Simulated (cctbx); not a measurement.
**A disordered crystal of nominal Zr2Sb3RuW3**

Cell a = 8.6630 Å, b = 8.6630 Å, c = 5.8720 Å, α = 90.00°, β = 90.00°, γ = 120.00°; space group P6_3/mcm (no. 193); nominal formula Zr2Sb3RuW3.

Simulated single-crystal data (cctbx): synchrotron X-rays, λ = 0.7749 Å, to d = 0.77 Å, 95 % of the full sphere, strongest reflection 40000 counts, noise from counting, a 3 % proportional error and a noise floor of 15 counts (s.d.); no absorption, and some extinction, which the refinements don't model.

With every site full:

```text
Rint 0.030, 183 unique reflections to 0.77 A
cycle     R1     wR2    GooF  max shift (A)
   1  0.1108  0.2348  19.260   0.00013
   2  0.0090  0.0169   1.385   0.00000
final R1 0.0090 wR2 0.0169 GooF 1.385  parameters 12  data/parameter 15.2
atom        x        y        z      Ueq    occ   su(xyz)  su(Uiso or U11)
W1     0.74268  0.74268  0.25000   0.0083  1.000  0.00003  0.0001
Sb1    0.39891  0.39891  0.25000   0.0043  1.000  0.00004  0.0001
Ru1    0.00000  0.00000  0.50000   0.0046  1.000  0.00000  0.0002
Zr1    0.33333  0.66667  0.50000   0.0072  1.000  0.00000  0.0002
difference map: max 0.74 min -0.86 rms 0.20
Q1    0.0000  0.3772  0.1102   12    0.77  1.32 A from W1
Q2    0.0000  0.4063  0.6008   12    0.57  0.88 A from Sb1
Q3    0.0000  0.1413  0.1351   12    0.55  1.21 A from W1
Q4    0.0000  0.0650  0.6196   12    0.54  0.90 A from Ru1
Q5    0.0914  0.4475  0.6028   24    0.47  1.10 A from Sb1
Q6    0.1742  0.3484  0.0000   12    0.47  1.97 A from W1
```

With the occupancies of the suspect sites free, each still typed as its main element:

```text
Rint 0.030, 183 unique reflections to 0.77 A
cycle     R1     wR2    GooF  max shift (A)
   1  0.0567  0.1269  10.439   0.00008
   6  0.0076  0.0128   1.057   0.00000
final R1 0.0076 wR2 0.0128 GooF 1.055  parameters 13  data/parameter 14.1
atom        x        y        z      Ueq    occ   su(xyz)  su(Uiso or U11)
W1     0.74270  0.74270  0.25000   0.0084  1.000  0.00002  0.0001
Sb1    0.39892  0.39892  0.25000   0.0043  1.000  0.00003  0.0001
Ru1    0.00000  0.00000  0.50000   0.0047  1.000  0.00000  0.0001
Zr1    0.33333  0.66667  0.50000   0.0058  0.968  0.00000  0.0002
su of occupancy Zr1: 0.003
difference map: max 0.71 min -0.68 rms 0.18
Q1    0.0000  0.3748  0.1091   12    0.74  1.31 A from W1
Q2    0.0000  0.1428  0.1352   12    0.54  1.20 A from W1
Q3    0.0000  0.4094  0.5974   12    0.52  0.90 A from Sb1
Q4    0.0000  0.0659  0.6194   12    0.52  0.90 A from Ru1
Q5    0.1111  0.4444  0.5938   24    0.42  1.24 A from Sb1
Q6    0.1768  0.3536  0.0000   12    0.42  1.98 A from W1
```

**Question.** What is the disorder?

X-rays count electrons. Zr1 refines to 0.968(0.003), or 38.7 electrons; the site truly holds 0.97 Zr, 38.8 electrons, which is 0.970 of Zr. A value under 1 can't tell vacancies from a lighter guest, and one over 1 needs a heavier guest; chemistry or a second radiation must settle which. Occupancy correlates with U and the scale, so the match is approximate.

Freeing them takes R1 from 0.0090 to 0.0076 and GooF from 1.39 to 1.05.

The model was made for the exercise: a known structure type with other elements put in, its volume estimated, not relaxed; displacement parameters are assumed.

[Middle refinement cycles are left out of these outputs.]

[Logs are printed without paths, hosts, clocks, repeated set-up lines and the standing remarks that a program may print on its own settings, such as how far it seeks lower states.]
